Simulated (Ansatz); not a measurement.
## Glassy 77ZrO2-23SiO2 (mol %) (90 atoms): a short ab initio trajectory

Wanted: a short trajectory of glassy 77ZrO2-23SiO2 (mol %) (90 atoms) with its pair distributions.

Program: Ansatz 0.2.0. Level of theory: Kohn-Sham DFT, PBE, PAW (set soft_2), plane waves. Results are calculated unless marked as measured.

### 1. The starting structure

The cell holds 90 atoms: 23 Zr, 7 Si and 60 O. Its edges and angles: a = 10.551 Å, b = 10.551 Å, c = 10.551 Å, α = 90.0°, β = 90.0°, γ = 90.0°. 90 atoms (23 Zr, 7 Si, 60 O) placed at random at 4.39 g/cm³, melted at 4000 K for 10 ps at fixed volume with the Morse and Coulomb pair potential with partial charges (Pedone, Malavasi, Menziani, Cormack and Segre, J. Phys. Chem. B 110, 11780 (2006)). Quenched from 1800 K to 300 K at 50 K/ps and fixed volume, held 10 ps at zero pressure, then minimised at fixed cell.

Before any run, some limits are plain. The quench rate of 50 K/ps far exceeds what a furnace or splat quench reaches, so expect more defects and frozen-in strain than in a real sample. The network of bonds at the start is that of the classical potential that made the cell. Sampling is at Γ alone, for a cell whose shortest periodic width is 11 Å.

### 2. Dynamics at 300 K

Without a thermostat the total energy must stay constant, which tests forces and time step. The time step is 1.0 fs.

Contents of input.yaml:

```yaml
crystal:
  lattice:
    - [10.55091, 0.0, 0.0]
    - [0.0, 10.55091, 0.0]
    - [0.0, 0.0, 10.55091]
  atoms:
    - { symbol: Zr, position: [0.13118, 0.66354, 0.18394] }
    - { symbol: Zr, position: [0.97556, 0.19603, 0.31899] }
    - { symbol: Zr, position: [0.23315, 0.5175, 0.50047] }
    - { symbol: Zr, position: [0.42636, 0.65947, 0.276] }
    [... 80 atom lines left out ...]
    - { symbol: O, position: [0.27717, 0.75054, 0.85622] }
    - { symbol: O, position: [0.92301, 0.34898, 0.90403] }
    - { symbol: O, position: [0.23523, 0.95482, 0.46537] }
    - { symbol: O, position: [0.54107, 0.50295, 0.67781] }
    - { symbol: O, position: [0.35177, 0.9384, 0.69198] }
    - { symbol: O, position: [0.08929, 0.00159, 0.78938] }
kpoints:
  mp_grid: { grid: [1, 1, 1] }
hamiltonian:
  xc: pbe
scf:
  occupations: { method: fixed }
output:
  forces: true
md:
  timestep: 1.0
  n_steps: 189
  ensemble: nve
  temperature: 300
  initial_velocities: maxwell_boltzmann
  seed: 3747
```

Launch:

```bash
$ ansatz run input.yaml --threads 4 --pin off --max-ram 8192MiB --backend cpu --events-out ev --progress --plain --runs-dir out
```

It took 25 min on 4 threads of Arm Neoverse V2, shared host; peak memory 1.6 GiB.

The program notes that it switched symmetry off.

Rows from the run:

| time (fs) | T (K) | potential (meV/atom) | conserved (meV/atom) |
| --- | --- | --- | --- |
| 0.0 | 300 | 0.0 | 0.00 |
| 13.0 | 258 | 5.3 | 0.01 |
| 25.0 | 287 | 1.7 | -0.01 |
| 38.0 | 280 | 2.6 | 0.00 |
| 50.0 | 285 | 1.9 | 0.00 |
| 63.0 | 289 | 1.4 | -0.01 |
| 76.0 | 287 | 1.7 | 0.00 |
| 88.0 | 287 | 1.6 | 0.00 |
| 101.0 | 332 | -4.2 | -0.02 |
| 113.0 | 288 | 1.5 | 0.02 |
| 126.0 | 307 | -0.8 | 0.01 |
| 139.0 | 328 | -3.6 | -0.02 |
| 151.0 | 329 | -3.8 | -0.01 |
| 164.0 | 267 | 4.2 | 0.02 |
| 176.0 | 305 | -0.7 | -0.01 |
| 189.0 | 297 | 0.4 | 0.00 |

Mean square displacement from the first frame to the last: Zr 0.071 Å², Si 0.050 Å², O 0.096 Å².

The mean square displacement by time lag:

| time lag (fs) | O (Å²) | Si (Å²) | Zr (Å²) |
| --- | --- | --- | --- |
| 1.0 | 4.3e-5 | 3.1e-5 | 9.1e-6 |
| 4.0 | 6.7e-4 | 4.8e-4 | 1.5e-4 |
| 8.0 | 0.00258 | 0.00182 | 5.8e-4 |
| 12.0 | 0.00544 | 0.00370 | 0.00129 |
| 16.0 | 0.00888 | 0.00574 | 0.00226 |
| 20.0 | 0.0126 | 0.00760 | 0.00348 |
| 24.0 | 0.0162 | 0.00908 | 0.00490 |
| 28.0 | 0.0197 | 0.0102 | 0.00651 |
| 32.0 | 0.0231 | 0.0111 | 0.00827 |
| 36.0 | 0.0263 | 0.0120 | 0.0102 |
| 40.0 | 0.0295 | 0.0130 | 0.0121 |
| 44.0 | 0.0326 | 0.0141 | 0.0142 |
| 48.0 | 0.0355 | 0.0152 | 0.0163 |
| 51.0 | 0.0376 | 0.0160 | 0.0179 |
| 55.0 | 0.0402 | 0.0170 | 0.0201 |
| 59.0 | 0.0426 | 0.0178 | 0.0222 |
| 63.0 | 0.0447 | 0.0186 | 0.0244 |
| 67.0 | 0.0467 | 0.0194 | 0.0265 |
| 71.0 | 0.0487 | 0.0203 | 0.0286 |
| 75.0 | 0.0508 | 0.0213 | 0.0306 |
| 79.0 | 0.0529 | 0.0224 | 0.0326 |
| 83.0 | 0.0550 | 0.0235 | 0.0345 |
| 87.0 | 0.0572 | 0.0245 | 0.0363 |
| 91.0 | 0.0595 | 0.0252 | 0.0381 |
| 95.0 | 0.0616 | 0.0256 | 0.0398 |

Over the second half of 189 fs the temperature averages 308 K with swings of 19 K r.m.s. The conserved energy stays within 0.02 meV/atom. From first frame to last O has the largest mean square displacement, 0.096 Å² at the end; the farthest move is 0.63 Å. The count of bonds goes from 171 in the first frame to 172 in the last, by one set of cutoffs: 3 pairs passed out of them and 4 came within. The run spans 0.19 ps, too short for its means to be equilibrium values.

### 3. Local order late in the run

The g(r) is a mean over the second half; what follows it is taken at the last frame.

Density 4.60 g/cm³, 13.05 Å³ an atom.

Mean of 15 frames. Pair distribution functions g(r), in bins of 0.2 Å:

| r (Å) | total | O-O | O-Zr | O-Si | Zr-Zr | Zr-Si | Si-Si |
| --- | --- | --- | --- | --- | --- | --- | --- |
| 1.50 | 0.27 | 0.00 | 0.00 | 2.58 | 0.00 | 0.00 | 0.00 |
| 1.70 | 0.93 | 0.00 | 0.00 | 8.91 | 0.00 | 0.00 | 0.00 |
| 1.90 | 0.56 | 0.00 | 1.64 | 0.07 | 0.00 | 0.00 | 0.00 |
| 2.10 | 2.15 | 0.00 | 6.30 | 0.00 | 0.00 | 0.00 | 0.00 |
| 2.30 | 0.74 | 0.03 | 2.13 | 0.00 | 0.00 | 0.00 | 0.00 |
| 2.50 | 0.74 | 1.28 | 0.50 | 0.00 | 0.00 | 0.00 | 0.00 |
| 2.70 | 1.21 | 2.65 | 0.07 | 0.00 | 0.00 | 0.00 | 0.00 |
| 2.90 | 0.92 | 1.91 | 0.03 | 0.05 | 0.00 | 1.06 | 1.48 |
| 3.10 | 0.94 | 1.72 | 0.16 | 0.50 | 0.37 | 0.83 | 2.62 |
| 3.30 | 0.95 | 1.13 | 0.29 | 0.83 | 2.95 | 1.73 | 0.00 |
| 3.50 | 0.97 | 0.78 | 0.56 | 1.34 | 2.55 | 3.22 | 0.00 |
| 3.70 | 0.90 | 0.48 | 0.91 | 1.39 | 2.10 | 2.21 | 0.18 |
| 3.90 | 0.98 | 0.71 | 1.04 | 1.57 | 1.81 | 0.51 | 0.51 |
| 4.10 | 1.11 | 0.92 | 1.31 | 1.62 | 1.11 | 0.29 | 1.34 |
| 4.30 | 1.08 | 0.75 | 1.56 | 1.42 | 0.43 | 0.38 | 2.22 |
| 4.50 | 1.06 | 0.77 | 1.56 | 0.92 | 0.46 | 1.07 | 2.55 |
| 4.70 | 1.08 | 0.91 | 1.51 | 0.69 | 0.47 | 1.26 | 1.10 |
| 4.90 | 1.03 | 1.08 | 1.16 | 0.63 | 0.85 | 0.88 | 0.78 |
| 5.10 | 0.94 | 1.11 | 0.83 | 0.74 | 0.62 | 1.06 | 0.83 |

Bonds by pair of elements; cutoffs follow the first minimum of g(r), held within bounds set by covalent radii, and pairs that aren't listed don't count as bonded (cutoffs were set anew for this text, so counts can differ from the run's own analysis):

| pair A-B | cutoff (Å) | bonds | mean length (Å) | spread (Å) | shortest (Å) | B about A | A about B |
| --- | --- | --- | --- | --- | --- | --- | --- |
| O-Zr | 2.83 | 144 | 2.15 | 0.153 | 1.84 | 2.4 | 6.26 |
| O-Si | 2.12 | 28 | 1.64 | 0.055 | 1.55 | 0.467 | 4 |

How many atoms have how many bonded neighbours:

| element | mean | 2 | 3 | 4 | 5 | 6 | 7 | 8 |
| --- | --- | --- | --- | --- | --- | --- | --- | --- |
| O | 2.87 | 12 | 44 | 4 | 0 | 0 | 0 | 0 |
| Si | 4 | 0 | 0 | 7 | 0 | 0 | 0 | 0 |
| Zr | 6.26 | 0 | 0 | 0 | 3 | 12 | 7 | 1 |

Bond angles, per cent of each kind in bins of 5°:

| angle (°) | O-Zr-O | Zr-O-Zr | Si-O-Zr | O-Si-O |
| --- | --- | --- | --- | --- |
| 55–60 | 0.3 | 0.0 | 0.0 | 0.0 |
| 60–65 | 0.8 | 0.0 | 0.0 | 0.0 |
| 65–70 | 4.7 | 0.0 | 0.0 | 0.0 |
| 70–75 | 9.3 | 0.0 | 0.0 | 0.0 |
| 75–80 | 13.5 | 0.0 | 0.0 | 0.0 |
| 80–85 | 8.6 | 0.0 | 0.0 | 0.0 |
| 85–90 | 9.1 | 3.3 | 0.0 | 0.0 |
| 90–95 | 7.3 | 5.0 | 13.3 | 7.1 |
| 95–100 | 5.7 | 9.9 | 2.2 | 4.8 |
| 100–105 | 5.5 | 22.3 | 8.9 | 11.9 |
| 105–110 | 2.9 | 17.4 | 2.2 | 38.1 |
| 110–115 | 4.2 | 5.8 | 2.2 | 14.3 |
| 115–120 | 1.6 | 4.1 | 2.2 | 14.3 |
| 120–125 | 3.9 | 6.6 | 4.4 | 7.1 |
| 125–130 | 1.6 | 5.8 | 15.6 | 2.4 |
| 130–135 | 1.6 | 6.6 | 8.9 | 0.0 |
| 135–140 | 1.8 | 5.0 | 13.3 | 0.0 |
| 140–145 | 3.4 | 4.1 | 11.1 | 0.0 |
| 145–150 | 3.9 | 0.8 | 6.7 | 0.0 |
| 150–155 | 1.6 | 2.5 | 2.2 | 0.0 |
| 155–160 | 3.1 | 0.0 | 0.0 | 0.0 |
| 160–165 | 2.3 | 0.0 | 4.4 | 0.0 |
| 165–170 | 1.8 | 0.0 | 2.2 | 0.0 |
| 170–175 | 1.3 | 0.0 | 0.0 | 0.0 |
| 175–180 | 0.5 | 0.8 | 0.0 | 0.0 |

Bond angles (no mean is given where the spread exceeds 20°):

| angle | count | mean (°) | spread (°) |
| --- | --- | --- | --- |
| O-Zr-O | 385 | - | - |
| Zr-O-Zr | 121 | 113 | 17 |
| Si-O-Zr | 45 | - | - |
| O-Si-O | 42 | 109 | 8.1 |
| Si-O-Si | 2 | 133 | 13.3 |

Bond length by coordination (bonds to H left out):

| element | coordination | atoms | mean bond length (Å) |
| --- | --- | --- | --- |
| O | 2 | 12 | 1.86 |
| O | 3 | 44 | 2.09 |
| O | 4 | 4 | 2.21 |
| Zr | 5 | 3 | 2.06 |
| Zr | 6 | 12 | 2.13 |
| Zr | 7 | 7 | 2.20 |
| Zr | 8 | 1 | 2.26 |

First main peaks of g(r), for some of the pairs, lie near 2.7 Å (O-O), 2.1 Å (O-Zr), 1.6 Å (O-Si) and 3.4 Å (Zr-Zr). By these cutoffs 73 % of O atoms have 3, all Si atoms have 4 and 52 % of Zr atoms have 6 bonded neighbours.

### 4. Single point at the last frame

The last frame is solved again with fuller output, to read the electronic structure of a thermally displaced geometry.

Contents of input.yaml:

```yaml
crystal:
  lattice:
    - [10.55091, 0.0, 0.0]
    - [0.0, 10.55091, 0.0]
    - [0.0, 0.0, 10.55091]
  atoms:
    - { symbol: Zr, position: [0.12336, 0.67302, 0.20086] }
    - { symbol: Zr, position: [0.95272, 0.19831, 0.31853] }
    - { symbol: Zr, position: [0.25499, 0.5122, 0.49596] }
    - { symbol: Zr, position: [0.42725, 0.66255, 0.28372] }
    [... 80 atom lines left out ...]
    - { symbol: O, position: [0.28459, 0.78485, 0.84479] }
    - { symbol: O, position: [0.92179, 0.36509, 0.91237] }
    - { symbol: O, position: [0.21752, 0.9852, 0.49321] }
    - { symbol: O, position: [0.52972, 0.48502, 0.68373] }
    - { symbol: O, position: [0.37808, 0.93614, 0.67482] }
    - { symbol: O, position: [0.08308, 0.9943, 0.75888] }
kpoints:
  mp_grid: { grid: [1, 1, 1] }
hamiltonian:
  xc: pbe
scf:
  occupations: { method: fixed }
output:
  forces: true
  stress: true
  populations: true
  dos:
    method: { smearing: { sigma: 0.08 } }
    de: 0.1
    projected: { site_lists: { O: [O], Si: [Si], Zr: [Zr] } }
  eigenvalues: true
  write_density: true
  write_potential: true
  volumetric_format: npy
```

Run time: 25 s. Hardware: 4 threads; peak memory 1.6 GiB; 94 s of CPU time.

Numbers from this run:

* free energy: -134854.3461 eV
* free energy per atom: -1498.3816 eV/atom
* SCF cycles: 10
* pressure: 3.056 GPa
* r.m.s. force component: 0.7234 eV/Å
* longest force: 3.539 eV/Å
* Fermi energy: 7.529 eV
* gap (highest filled to lowest empty level): 3.639 eV
* spilling of the projection: 0.006014

Neighbours are counted within 2.83 Å (O-Zr), 2.12 Å (O-Si), cutoffs set anew for this text.

Length of the force by element and coordination:

| element | coordination | atoms | mean length of the force (eV/Å) | spread | least | most |
| --- | --- | --- | --- | --- | --- | --- |
| O | all | 60 | 0.966 | 0.595 | 0.172 | 3.04 |
| O | 2 | 12 | 1.04 | 0.620 | 0.172 | 2.64 |
| O | 3 | 44 | 0.985 | 0.596 | 0.219 | 3.04 |
| O | 4 | 4 | 0.539 | 0.215 | 0.313 | 0.878 |
| Si | all | 7 | 1.97 | 0.847 | 0.720 | 3.54 |
| Zr | all | 23 | 1.01 | 0.599 | 0.254 | 2.90 |
| Zr | 5 | 3 | 2.02 | 0.668 | 1.29 | 2.90 |
| Zr | 6 | 12 | 0.940 | 0.393 | 0.254 | 1.58 |
| Zr | 7 | 7 | 0.733 | 0.448 | 0.433 | 1.81 |
| Zr | 8 | 1 | 0.876 | 0 | 0.876 | 0.876 |

Löwdin charges by element and coordination (they lack the spilled electrons, 0.044 e an atom on average):

| element | coordination | atoms | mean charge (e) | spread | least | most |
| --- | --- | --- | --- | --- | --- | --- |
| O | all | 60 | -0.693 | 0.0585 | -0.782 | -0.498 |
| O | 2 | 12 | -0.681 | 0.0828 | -0.768 | -0.498 |
| O | 3 | 44 | -0.695 | 0.0514 | -0.782 | -0.594 |
| O | 4 | 4 | -0.696 | 0.0352 | -0.755 | -0.664 |
| Si | all | 7 | 1.67 | 0.0126 | 1.66 | 1.69 |
| Zr | all | 23 | 1.47 | 0.0329 | 1.41 | 1.54 |
| Zr | 5 | 3 | 1.47 | 0.0171 | 1.45 | 1.49 |
| Zr | 6 | 12 | 1.48 | 0.0383 | 1.42 | 1.54 |
| Zr | 7 | 7 | 1.46 | 0.0223 | 1.41 | 1.49 |
| Zr | 8 | 1 | 1.51 | 0 | 1.51 | 1.51 |

States in the cell by windows of 1 eV, zero at the Fermi level; the larger projections on atomic orbitals stand beside the total:

| from (eV) | to (eV) | total | O p | Zr d |
| --- | --- | --- | --- | --- |
| -14 | -9 | 0.0 | 0.0 | 0.0 |
| -9 | -8 | 2.0 | 1.3 | 0.0 |
| -8 | -7 | 2.0 | 1.3 | 0.1 |
| -7 | -6 | 10.0 | 6.5 | 0.8 |
| -6 | -5 | 16.1 | 11.5 | 1.9 |
| -5 | -4 | 41.9 | 30.1 | 7.4 |
| -4 | -3 | 75.4 | 56.9 | 14.1 |
| -3 | -2 | 70.7 | 58.1 | 8.8 |
| -2 | -1 | 84.6 | 75.0 | 6.2 |
| -1 | 0 | 56.8 | 52.8 | 2.5 |
| 0 | 1 | 0.6 | 0.5 | 0.0 |
| 1 | 3 | 0.0 | 0.0 | 0.0 |
| 3 | 4 | 13.4 | 1.5 | 11.2 |
| 4 | 5 | 56.2 | 6.4 | 45.3 |

The curve was stored every 0.10 eV, coarse against its broadening of 0.08 eV, so these counts are rough.

With fixed occupations the program's Fermi level is the highest filled level; weight inside the gap is the broadening of levels at its edges.

Between -26 and -14 eV lie 199 more states.

The stored curve holds about 559 of the 664 electrons; the rest, give or take the few that broadening carries across the Fermi level, lie in deeper levels below its range.

The levels nearest the highest filled one (over half full), pooled over k-points and spins:

| level less the highest filled one (eV) | occupation |
| --- | --- |
| -0.359 | 2 |
| -0.326 | 2 |
| -0.282 | 2 |
| -0.230 | 2 |
| -0.0883 | 2 |
| 0 | 2 |
| 3.64 | 0 |
| 3.75 | 0 |
| 3.81 | 0 |
| 3.87 | 0 |
| 3.91 | 0 |
| 3.98 | 0 |

Mean Löwdin charges: O -0.69, Si +1.67, Zr +1.47 e (they miss 0.60 % of the electrons, so they add up to more than the cell's charge). The largest share in the top eV of filled states is O p (94 % of the projected weight), and in the lowest eV of empty states Zr d (83 % of the projected weight).

### 5. What came out

```json
{
 "mean temperature, second half": "307.6 K",
 "temperature swing, second half": "18.63 K",
 "slope of the conserved energy against time, by least squares": "-0.0058 meV/atom/ps",
 "free energy per atom": "-1498.3816 eV/atom",
 "pressure": "3.056 GPa",
 "r.m.s. force component": "0.7234 eV/Å",
 "gap (highest filled to lowest empty level)": "3.639 eV",
 "wall time of the 2 DFT runs": "26 min"
}
```

In words: Over the second half of 189 fs the temperature averages 308 K with swings of 19 K r.m.s. The conserved energy stays within 0.02 meV/atom. The count of bonds goes from 171 in the first frame to 172 in the last, by one set of cutoffs: 3 pairs passed out of them and 4 came within. The run spans 0.19 ps, too short for its means to be equilibrium values. With the cutoffs above, 73 % of O atoms have 3, all Si atoms have 4 and 52 % of Zr atoms have 6 bonded neighbours. The highest filled and lowest empty levels differ by 3.64 eV (at Γ alone); a semilocal functional tends to put such gaps too low. In a disordered cell it changes from sample to sample, and tail or defect levels can set it.

**Limits.** The network of bonds at the start is that of the classical potential that made the cell; in DFT 3 of its 171 bonded pairs passed out of the cutoffs and 4 came within them. The pressure of 3.1 GPa is that of one thermal frame at a volume set beforehand, without the kinetic term.

[Logs are printed without paths, hosts, clocks, repeated set-up lines and the standing remarks that a program may print on its own settings, such as how far it seeks lower states.]

[Hosts, paths, dates, database ids (printed as entryN), source tags and the programs' standing remarks are cut or masked in the printed files.]
